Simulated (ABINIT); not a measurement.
## SiO2 (Quartz): a self-consistent loop beyond G0W0, cycle by cycle

How far does self-consistency move the gap of SiO2 (Quartz)?

Program: ABINIT 10.8.3. Level of theory: LDA and many-body steps on it, plane waves. Results are calculated unless marked as measured.

## (1) Starting point

It takes space group P3_121 (No. 152, trigonal). Conventional cell: a = 4.916 Å, b = 4.916 Å, c = 5.409 Å, α = 90.00°, β = 90.00°, γ = 120.00°. Nearest to Si lie 4 O at 1.61 Å. O has 2 Si at 1.61 Å nearest. Farther neighbours and most contacts between anions are not listed.

The cell and positions come from the Crystallography Open Database and are kept as given unless a step says otherwise.

## (2) Empty states on the mesh, 3×3×2 mesh, 195 bands

This step: ABINIT 10.8.3; DFT, LDA, plane waves, norm-conserving pseudopotentials.

The sums over transitions need many empty states on a uniform mesh; this step solves for them.

File run.abi:

```
acell 3*1.0 Angstrom
rprim 
  4.915799999986 0.000000000003 0.000000000000
  -2.457899999996 4.257207679910 0.000000000000
  0.000000000000 0.000000000000 5.409100000000
ntypat 2
znucl 14 8
natom 9
typat 1 1 1 2 2 2 2 2 2
xred 
  0.530300000000 0.000000000000 0.333333333333
  0.000000000000 0.530300000000 0.666666666667
  0.469700000000 0.469700000000 -0.000000000000
  0.146200000000 0.414200000000 0.881000000000
  0.585800000000 0.732000000000 0.214333333333
  0.268000000000 0.853800000000 0.547666666667
  0.414200000000 0.146200000000 0.119000000000
  0.732000000000 0.585800000000 0.785666666667
  0.853800000000 0.268000000000 0.452333333333
pp_dirpath "pseudos"
pseudos "Si.upf, O.upf"
ecut 36
ngkpt 3 3 2
nshiftk 1
shiftk 0 0 0
kptopt 1
chksymbreak 0
iscf -2
irdden 1
istwfk *1
nband 195
nbdbuf 16
tolwfr 1e-09
nstep 60
prtvol 0
indata_prefix "in"
outdata_prefix "out"
tmpdata_prefix "tmp"
```

On the command line:

```bash
> OMP_NUM_THREADS=1 mpirun -n 4 abinit run.abi > log
```

Numbers of over 12 decimals in the logs are rounded to 6 here.

Log:

```text
.Version 10.8.3 of ABINIT. v10.8.2 released Aug 2026.

 Symmetries : space group P3_1 2 1 (#152); Bravais hP (primitive hexag.)
[... echo of the input left out ...]
== DATASET  1 ==================================================================
-   mpi_nproc: 4, omp_nthreads: 1 (-1 if OMP is not activated)

--- !DatasetInfo
iteration_state: {dtset: 1, }
dimensions: {natom: 9, nkpt: 6, mband: 195, nsppol: 1, nspinor: 1, nspden: 1, mpw: 7935, }
cutoff_energies: {ecut:  36.0, pawecutdg:  -1.0, }
[...]
2.46522    2.47843    2.47843    2.48054    2.48708    2.48930    2.48930    2.49618
   2.54401    2.54401    2.57554    2.57832    2.59270    2.59472    2.59474    2.59867
   2.59872    2.63397    2.63686
 prteigrs : prtvol=0 or 1, do not print more k-points.

== END DATASET(S) ==============================================================
================================================================================

 -outvars: echo values of variables after computation  --------
            nband         195
             nkpt           6
          spgroup         152
 [... the other variables as echoed above ...]

 Calculation completed.
```

Wall time 2.2 min (4 MPI ranks of Arm Neoverse V1, shared host); peak memory 0.49 GiB.

Numbers from this step:

```yaml
gap: 5.801 eV
k_of_the_valence_top: 0.3333, 0.3333, 0
k_of_the_conduction_bottom: 0, 0, 0
least_direct_gap: 6.126 eV
k_points_computed: 6
lowest_point_of_the_top_converged_band_above_the_valence_top: 66.2388 eV
```

On this mesh the gap is 5.801 eV.

The density comes from a self-consistent run that is not shown.

## (3) Screening, 3×3×2 mesh, 179 bands, screening to 106.1 eV

The RPA dielectric matrix is built and inverted for each q.

This step: RPA screening on LDA, plane waves, norm-conserving pseudopotentials.

run.abi, as its differences from that of step 2:

```diff
@@ -27,10 +27,11 @@
 chksymbreak 0
-iscf -2
-irdden 1
 istwfk *1
-nband 195
-nbdbuf 16
-tolwfr 1e-09
-nstep 60
-prtvol 0
+occopt 1
+irdwfk 1
+optdriver 3
+nband 179
+ecuteps 3.9
+inclvkb 2
+awtr 1
+symchi 1
 indata_prefix "in"
```

Log:

```text
.Version 10.8.3 of ABINIT. v10.8.2 released Aug 2026.

 Symmetries : space group P3_1 2 1 (#152); Bravais hP (primitive hexag.)
[... echo of the input left out ...]
== DATASET  1 ==================================================================
-   mpi_nproc: 4, omp_nthreads: 1 (-1 if OMP is not activated)

--- !DatasetInfo
iteration_state: {dtset: 1, }
dimensions: {natom: 9, nkpt: 6, mband: 179, nsppol: 1, nspinor: 1, nspden: 1, mpw: 7935, }
cutoff_energies: {ecut:  36.0, pawecutdg:  -1.0, }
electrons: {nelect:   4.80000000E+01, charge:   0.00000000E+00, occopt:   1.00000000E+00, tsmear:   1.00000000E-02, }

 SCREENING: Calculation of the susceptibility and dielectric matrices

 Based on a program developped by R.W. Godby, V. Olevano, G. Onida, and L. Reining.
 Incorporated in ABINIT by V. Olevano, G.-M. Rignanese, and M. Torrent.
.Using double precision arithmetic ; gwpc =  8

[... cell and pseudopotentials left out ...]
--------------------------------------------------------------------------------

 ==== K-mesh for the wavefunctions ====
 Number of points in the irreducible wedge :     6
[... list of points left out ...]
 Together with  6 symmetry operations and time-reversal symmetry
 yields    18 points in the full Brillouin Zone.

 ==== Q-mesh for the screening function ====
 Number of points in the irreducible wedge :     6
[... list of points left out ...]
 Together with  6 symmetry operations and time-reversal symmetry
 yields    18 points in the full Brillouin Zone.

 setmesh: FFT mesh size selected  =    36x   36x   45
          total number of points  =        58320

 vcoul_init : cutoff-mode = AUXILIARY_FUNCTION
 q-points for optical limit:   1
     1)      0.000010    0.000020    0.000030

- screening: taking advantage of time-reversal symmetry
- Maximum band index for partially occupied states nbvw = 24
- Remaining bands to be divided among processors   nbcw = 155
- Number of bands treated by each node ~38

 Number of electrons calculated from density =   48.0000; Expected =   48.0000
 average of density, n =  0.062835
 r_s =    1.5604
 omega_plasma =   24.1800 [eV]

 calculating chi0 at frequencies [eV] :
  1    0.000000E+00    0.000000E+00
  2    0.000000E+00    2.417998E+01

--------------------------------------------------------------------------------
  q-point number  1        q = ( 0.000000, 0.000000, 0.000000) [r.l.u.]
--------------------------------------------------------------------------------
[... chi0 elements left out ...]
 For q-point:  0.000010 0.000020 0.000030
  dielectric constant =   2.3983
  dielectric constant without local fields =   2.5955

  Average fulfillment of the sum rule on Im[epsilon] for q-point    1 :     64.39  [%]
[... wings left out ...]
  q-point number  2        q = ( 0.333333, 0.000000, 0.000000) [r.l.u.]
--------------------------------------------------------------------------------
[... chi0 elements left out ...]
  Average fulfillment of the sum rule on Im[epsilon] for q-point    2 :     70.28  [%]

 [... 4 further q-points ...]
```

Elapsed: 1.8 min, on 4 MPI ranks; peak memory 2.1 GiB; 7.2 min of CPU time.

This step gave:

```
ε∞ with local fields, on this mesh, along the program's q direction : 2.398
the same without local fields                                       : 2.595
plasma frequency                                                    : 24.18 eV
plane waves in the screening matrix                                 : 279
```

Local fields lower ε∞ by 8 %. On a Γ-centred mesh this coarse the value itself is usually too large, while a short band sum pulls it down.

## (4) G0W0

The self-energy is evaluated for the states that the input lists, and the levels follow from it, in one-shot runs by the linearised quasiparticle equation.

This step: G0W0 on LDA, plane waves, norm-conserving pseudopotentials.

run.abi, as its differences from that of step 3:

```diff
@@ -30,8 +30,19 @@
 irdwfk 1
-optdriver 3
+optdriver 4
 nband 179
+gwcalctyp 0
+ecutsigx 36
+symsigma 1
+nkptgw 3
+kptgw 
+  0.3333333333 0.3333333333 0.0000000000
+  0.0000000000 0.0000000000 0.0000000000
+  0.0000000000 0.0000000000 0.5000000000
+bdgw 
+  22 26
+  23 27
+  22 26
 ecuteps 3.9
-inclvkb 2
-awtr 1
-symchi 1
+irdscr 1
+ppmodel 1
 indata_prefix "in"
```

Log:

```text
.Version 10.8.3 of ABINIT. v10.8.2 released Aug 2026.

 Symmetries : space group P3_1 2 1 (#152); Bravais hP (primitive hexag.)
[... echo of the input left out ...]
== DATASET  1 ==================================================================
-   mpi_nproc: 4, omp_nthreads: 1 (-1 if OMP is not activated)

--- !DatasetInfo
iteration_state: {dtset: 1, }
dimensions: {natom: 9, nkpt: 6, mband: 179, nsppol: 1, nspinor: 1, nspden: 1, mpw: 7935, }
cutoff_energies: {ecut:  36.0, pawecutdg:  -1.0, }
electrons: {nelect:   4.80000000E+01, charge:   0.00000000E+00, occopt:   1.00000000E+00, tsmear:   1.00000000E-02, }

 SIGMA: Calculation of the GW corrections

 Based on a program developped by R.W. Godby, V. Olevano, G. Onida, and L. Reining.
 Incorporated in ABINIT by V. Olevano, G.-M. Rignanese, and M. Torrent.
.Using double precision arithmetic ; gwpc =  8

[... cell and pseudopotentials left out ...]
--------------------------------------------------------------------------------

 ==== K-mesh for the wavefunctions ====
 Number of points in the irreducible wedge :     6
[... list of points left out ...]
 Together with  6 symmetry operations and time-reversal symmetry
 yields    18 points in the full Brillouin Zone.

 ==== Q-mesh for screening function ====
 Number of points in the irreducible wedge :     6
[... list of points left out ...]
 Together with  6 symmetry operations and time-reversal symmetry
 yields    18 points in the full Brillouin Zone.

 vcoul_init : cutoff-mode = AUXILIARY_FUNCTION
 q-points for optical limit:   1
     1)      0.000010    0.000020    0.000030
 setmesh: FFT mesh size selected  =    45x   45x   60
          total number of points  =       121500

 Number of electrons calculated from density =   48.0000; Expected =   48.0000
 average of density, n =  0.062835
 r_s =    1.5604
 omega_plasma =   24.1800 [eV]

 === KS Band Gaps ===
  >>>> For spin  1
   Minimum direct gap =   6.1255 [eV], located at k-point      :   0.0000  0.0000  0.0000
   Fundamental gap    =   5.8014 [eV], Top of valence bands at :   0.3333  0.3333  0.0000
                                       Bottom of conduction at :   0.0000  0.0000  0.0000
 SIGMA fundamental parameters:
 PLASMON POLE MODEL  1
 number of plane-waves for SigmaX                 7935
 number of plane-waves for SigmaC and W            279
 number of plane-waves for wavefunctions          7935
 number of bands                                   179
 number of independent spin polarizations            1
 number of spinorial components                      1
 number of k-points in IBZ                           6
 number of q-points in IBZ                           6
 number of symmetry operations                       6
 number of k-points in BZ                           18
 number of q-points in BZ                           18
 number of frequencies for dSigma/dE                 9
 frequency step for dSigma/dE [eV]                0.25
 number of omega for Sigma on real axis              0
 max omega for Sigma on real axis  [eV]           0.00
 zcut for avoiding poles [eV]                     0.10

 EPSILON^-1 parameters (SCR file):
 dimension of the eps^-1 matrix on file            279
 dimension of the eps^-1 matrix used               279
 number of plane-waves for wavefunctions          7935
 number of bands                                   179
 number of q-points in IBZ                           6
 number of frequencies                               2
 number of real frequencies                          1
 number of imag frequencies                          1

 matrix elements of self-energy operator (all in [eV])

 Perturbative Calculation

--- !SelfEnergy_ee
iteration_state: {dtset: 1, }
kpoint     : [   0.333,    0.333,    0.000, ]
spin       : 1
KS_gap     :    8.700
QP_gap     :   12.030
Delta_QP_KS:    3.330
data: !SigmaeeData |
     Band     E0 <VxcDFT>   SigX SigC(E0)      Z dSigC/dE  Sig(E)    E-E0       E
       22  -0.320 -19.498 -25.458   4.133   0.816  -0.225 -20.989  -1.491  -1.811
       23  -0.320 -19.498 -25.458   4.133   0.816  -0.225 -20.989  -1.491  -1.811
       24   0.118 -19.840 -25.698   4.114   0.817  -0.224 -21.265  -1.425  -1.307
       25   8.818 -12.569  -7.108  -3.244   0.859  -0.164 -10.664   1.905  10.723
       26   8.818 -12.569  -7.108  -3.244   0.859  -0.164 -10.664   1.905  10.723

--- !SelfEnergy_ee
iteration_state: {dtset: 1, }
kpoint     : [   0.000,    0.000,    0.000, ]
spin       : 1
KS_gap     :    6.125
QP_gap     :    9.111
Delta_QP_KS:    2.985
data: !SigmaeeData |
     Band     E0 <VxcDFT>   SigX SigC(E0)      Z dSigC/dE  Sig(E)    E-E0       E
       23  -0.206 -19.281 -25.147   4.055   0.818  -0.223 -20.762  -1.481  -1.687
[...]
--- !SelfEnergy_ee
iteration_state: {dtset: 1, }
kpoint     : [   0.000,    0.000,    0.500, ]
spin       : 1
KS_gap     :    7.814
QP_gap     :   11.040
Delta_QP_KS:    3.226
data: !SigmaeeData |
     Band     E0 <VxcDFT>   SigX SigC(E0)      Z dSigC/dE  Sig(E)    E-E0       E
[...]
24   0.031 -19.705 -25.603   4.118   0.817  -0.224 -21.158  -1.453  -1.422
       25   7.846 -12.554  -7.428  -3.068   0.862  -0.161 -10.781   1.773   9.619
       26   7.846 -12.554  -7.428  -3.068   0.862  -0.161 -10.781   1.773   9.619

== END DATASET(S) ==============================================================
================================================================================

 -outvars: echo values of variables after computation  --------
           etotal      0.0000000000E+00
            nband         179
             nkpt           6
          spgroup         152
 [... the other variables as echoed above ...]

 Calculation completed.
```

Elapsed: 23 s, on 4 MPI ranks; peak memory 1.6 GiB.

This step gave:

```
G0W0 gap on the points computed              : 8.731 eV
starting gap on the mesh                     : 5.801 eV
k of the valence top                         : 0.3333, 0.3333, 0
k of the conduction bottom                   : 0, 0, 0
Z at the valence top                         : 0.817
Z at the conduction bottom                   : 0.87
least direct G0W0 gap on the computed points : 9.111 eV
```

The gap on the mesh goes from 5.80 eV to 8.73 eV, a correction of +2.93 eV.

## (5) evGW0, cycle 1

This step: evGW0 on LDA, plane waves, norm-conserving pseudopotentials.

run.abi, as its differences from that of step 4:

```diff
@@ -32,14 +32,20 @@
 nband 179
-gwcalctyp 0
+gwcalctyp 10
 ecutsigx 36
 symsigma 1
-nkptgw 3
+nkptgw 6
 kptgw 
+  0.0000000000 0.0000000000 0.0000000000
+  0.3333333333 0.0000000000 0.0000000000
   0.3333333333 0.3333333333 0.0000000000
-  0.0000000000 0.0000000000 0.0000000000
   0.0000000000 0.0000000000 0.5000000000
+  0.3333333333 0.0000000000 0.5000000000
+  0.3333333333 0.3333333333 0.5000000000
 bdgw 
-  22 26
-  23 27
-  22 26
+  7 32
+  7 32
+  7 32
+  7 32
+  7 32
+  7 32
 ecuteps 3.9
```

Log:

```text
.Version 10.8.3 of ABINIT. v10.8.2 released Aug 2026.

 Symmetries : space group P3_1 2 1 (#152); Bravais hP (primitive hexag.)
[... echo of the input left out ...]
== DATASET  1 ==================================================================
-   mpi_nproc: 4, omp_nthreads: 1 (-1 if OMP is not activated)

--- !DatasetInfo
iteration_state: {dtset: 1, }
dimensions: {natom: 9, nkpt: 6, mband: 179, nsppol: 1, nspinor: 1, nspden: 1, mpw: 7935, }
cutoff_energies: {ecut:  36.0, pawecutdg:  -1.0, }
electrons: {nelect:   4.80000000E+01, charge:   0.00000000E+00, occopt:   1.00000000E+00, tsmear:   1.00000000E-02, }

 SIGMA: Calculation of the GW corrections

 Based on a program developped by R.W. Godby, V. Olevano, G. Onida, and L. Reining.
 Incorporated in ABINIT by V. Olevano, G.-M. Rignanese, and M. Torrent.
.Using double precision arithmetic ; gwpc =  8

[... cell and pseudopotentials left out ...]
--------------------------------------------------------------------------------

 ==== K-mesh for the wavefunctions ====
 Number of points in the irreducible wedge :     6
[... list of points left out ...]
 Together with  6 symmetry operations and time-reversal symmetry
 yields    18 points in the full Brillouin Zone.

 ==== Q-mesh for screening function ====
 Number of points in the irreducible wedge :     6
[... list of points left out ...]
 Together with  6 symmetry operations and time-reversal symmetry
 yields    18 points in the full Brillouin Zone.

 vcoul_init : cutoff-mode = AUXILIARY_FUNCTION
 q-points for optical limit:   1
     1)      0.000010    0.000020    0.000030
 setmesh: FFT mesh size selected  =    45x   45x   60
          total number of points  =       121500

 Number of electrons calculated from density =   48.0000; Expected =   48.0000
[...]
KS_gap     :    8.577
QP_gap     :   11.932
Delta_QP_KS:    3.355
data: !SigmaeeData |
     Band     E_DFT   <VxcDFT>   E(N-1)  <Hhartree>   SigX  SigC[E(N-1)]    Z     dSigC/dE  Sig[E(N)]  DeltaE  E(N)_pert E(N)_diago
[...]
--- !SelfEnergy_ee
iteration_state: {dtset: 1, }
kpoint     : [   0.333,    0.333,    0.500, ]
spin       : 1
KS_gap     :    9.495
QP_gap     :   13.130
Delta_QP_KS:    3.635
data: !SigmaeeData |
     Band     E_DFT   <VxcDFT>   E(N-1)  <Hhartree>   SigX  SigC[E(N-1)]    Z     dSigC/dE  Sig[E(N)]  DeltaE  E(N)_pert E(N)_diago
[...]
31    10.806   -11.668    10.806    22.474    -5.668    -3.584     0.857    -0.167    -9.597     2.071    12.877    13.222
       32    10.806   -11.668    10.806    22.474    -5.668    -3.584     0.857    -0.167    -9.597     2.071    12.877    13.222

 New Fermi energy :        1.106705E-01 Ha ,    3.011499E+00 eV

 === QP Band Gaps ===
  >>>> For spin  1
   Minimum direct gap =   9.6661 [eV], located at k-point      :   0.0000  0.0000  0.0000
   Fundamental gap    =   9.2741 [eV], Top of valence bands at :   0.3333  0.3333  0.0000
                                       Bottom of conduction at :   0.0000  0.0000  0.0000

 writing QP data on file : out_QPS

 Convergence of QP corrections
 >>>>> For spin  1 <<<<<
.  kptgw no:  1; Maximum DeltaE = (   1.504   0.000) for band index: 25
.  kptgw no:  2; Maximum DeltaE = (   1.909  -0.000) for band index: 26
.  kptgw no:  3; Maximum DeltaE = (   1.887   0.000) for band index:  1
.  kptgw no:  4; Maximum DeltaE = (   1.773  -0.000) for band index: 26
.  kptgw no:  5; Maximum DeltaE = (   1.629   0.000) for band index:  1
.  kptgw no:  6; Maximum DeltaE = (   1.833  -0.000) for band index:  2

== END DATASET(S) ==============================================================
================================================================================

 -outvars: echo values of variables after computation  --------
           etotal      0.0000000000E+00
            nband         179
             nkpt           6
          spgroup         152
 [... the other variables as echoed above ...]

 Calculation completed.
```

Wall time 4.6 min (4 MPI ranks); peak memory 2.4 GiB.

Numbers from this step:

```yaml
quasiparticle_gap_on_the_mesh: 9.275 eV
gap_of_the_density_functional_on_the_mesh: 5.801 eV
k_of_the_valence_top: 0.3333, 0.3333, 0
k_of_the_conduction_bottom: 0, 0, 0
z_at_the_valence_top: 0.817
z_at_the_conduction_bottom: 0.87
least_direct_quasiparticle_gap_on_the_computed_points: 9.667 eV
```

Against G0W0 in ABINIT (3×3×2 mesh, 179 bands, screening to 106.1 eV, Godby-Needs plasmon pole), the gap moves by +0.544 eV. This first cycle still uses the starting levels; it takes the full correction, at all points of the mesh, and its linearised value is 8.731 eV.

## (6) evGW0, cycle 2

The corrected levels of the last cycle go back in.

run.abi, as its differences from that of step 5:

```diff
@@ -53,2 +53,3 @@
 ppmodel 1
+irdqps 1
 indata_prefix "in"
```

Log:

```text
.Version 10.8.3 of ABINIT. v10.8.2 released Aug 2026.

 Symmetries : space group P3_1 2 1 (#152); Bravais hP (primitive hexag.)
[... echo of the input left out ...]
== DATASET  1 ==================================================================
-   mpi_nproc: 4, omp_nthreads: 1 (-1 if OMP is not activated)

--- !DatasetInfo
iteration_state: {dtset: 1, }
dimensions: {natom: 9, nkpt: 6, mband: 179, nsppol: 1, nspinor: 1, nspden: 1, mpw: 7935, }
cutoff_energies: {ecut:  36.0, pawecutdg:  -1.0, }
[...]
.  kptgw no:  4; Maximum DeltaE = (  -0.127   0.000) for band index: 26
.  kptgw no:  5; Maximum DeltaE = (  -0.154   0.000) for band index: 25
.  kptgw no:  6; Maximum DeltaE = (   0.060   0.000) for band index: 19

== END DATASET(S) ==============================================================
================================================================================

 -outvars: echo values of variables after computation  --------
           etotal      0.0000000000E+00
            nband         179
             nkpt           6
          spgroup         152
 [... the other variables as echoed above ...]

 Calculation completed.
```

The job ended after 4.6 min (4 MPI ranks; peak memory 2.4 GiB; 18 min of CPU time).

Numbers from this step:

```
quasiparticle gap on the mesh                         : 9.154 eV
gap of the density functional on the mesh             : 5.801 eV
k of the valence top                                  : 0.3333, 0.3333, 0
k of the conduction bottom                            : 0, 0, 0
least direct quasiparticle gap on the computed points : 9.534 eV
```

Against the cycle before, the gap moves by −0.121 eV.

(Part 1 of 3 ends here.)

[Paths, hosts, dates, memory and timing lines, banners, echoed tables and standing remarks are left out of the program output.]

[Logs are printed without paths, hosts, clocks, repeated set-up lines and the standing remarks that a program may print on its own settings, such as how far it seeks lower states.]

[Runs of the session that timed out or met a known fault of the program may be left out.]

[Hosts, paths, dates, database ids (printed as entryN), source tags and the programs' standing remarks are cut or masked in the printed files.]

[G0W0 gaps are taken among the corrected bands and points alone; a level outside them can change the order at an edge.]

[Where Ansatz stands beside ABINIT at settings called matched, ABINIT's density can come from a denser mesh and the files from another edition; pairs whose starting gaps differed by over 0.03 eV were left out, so agreement reads better than it is.]
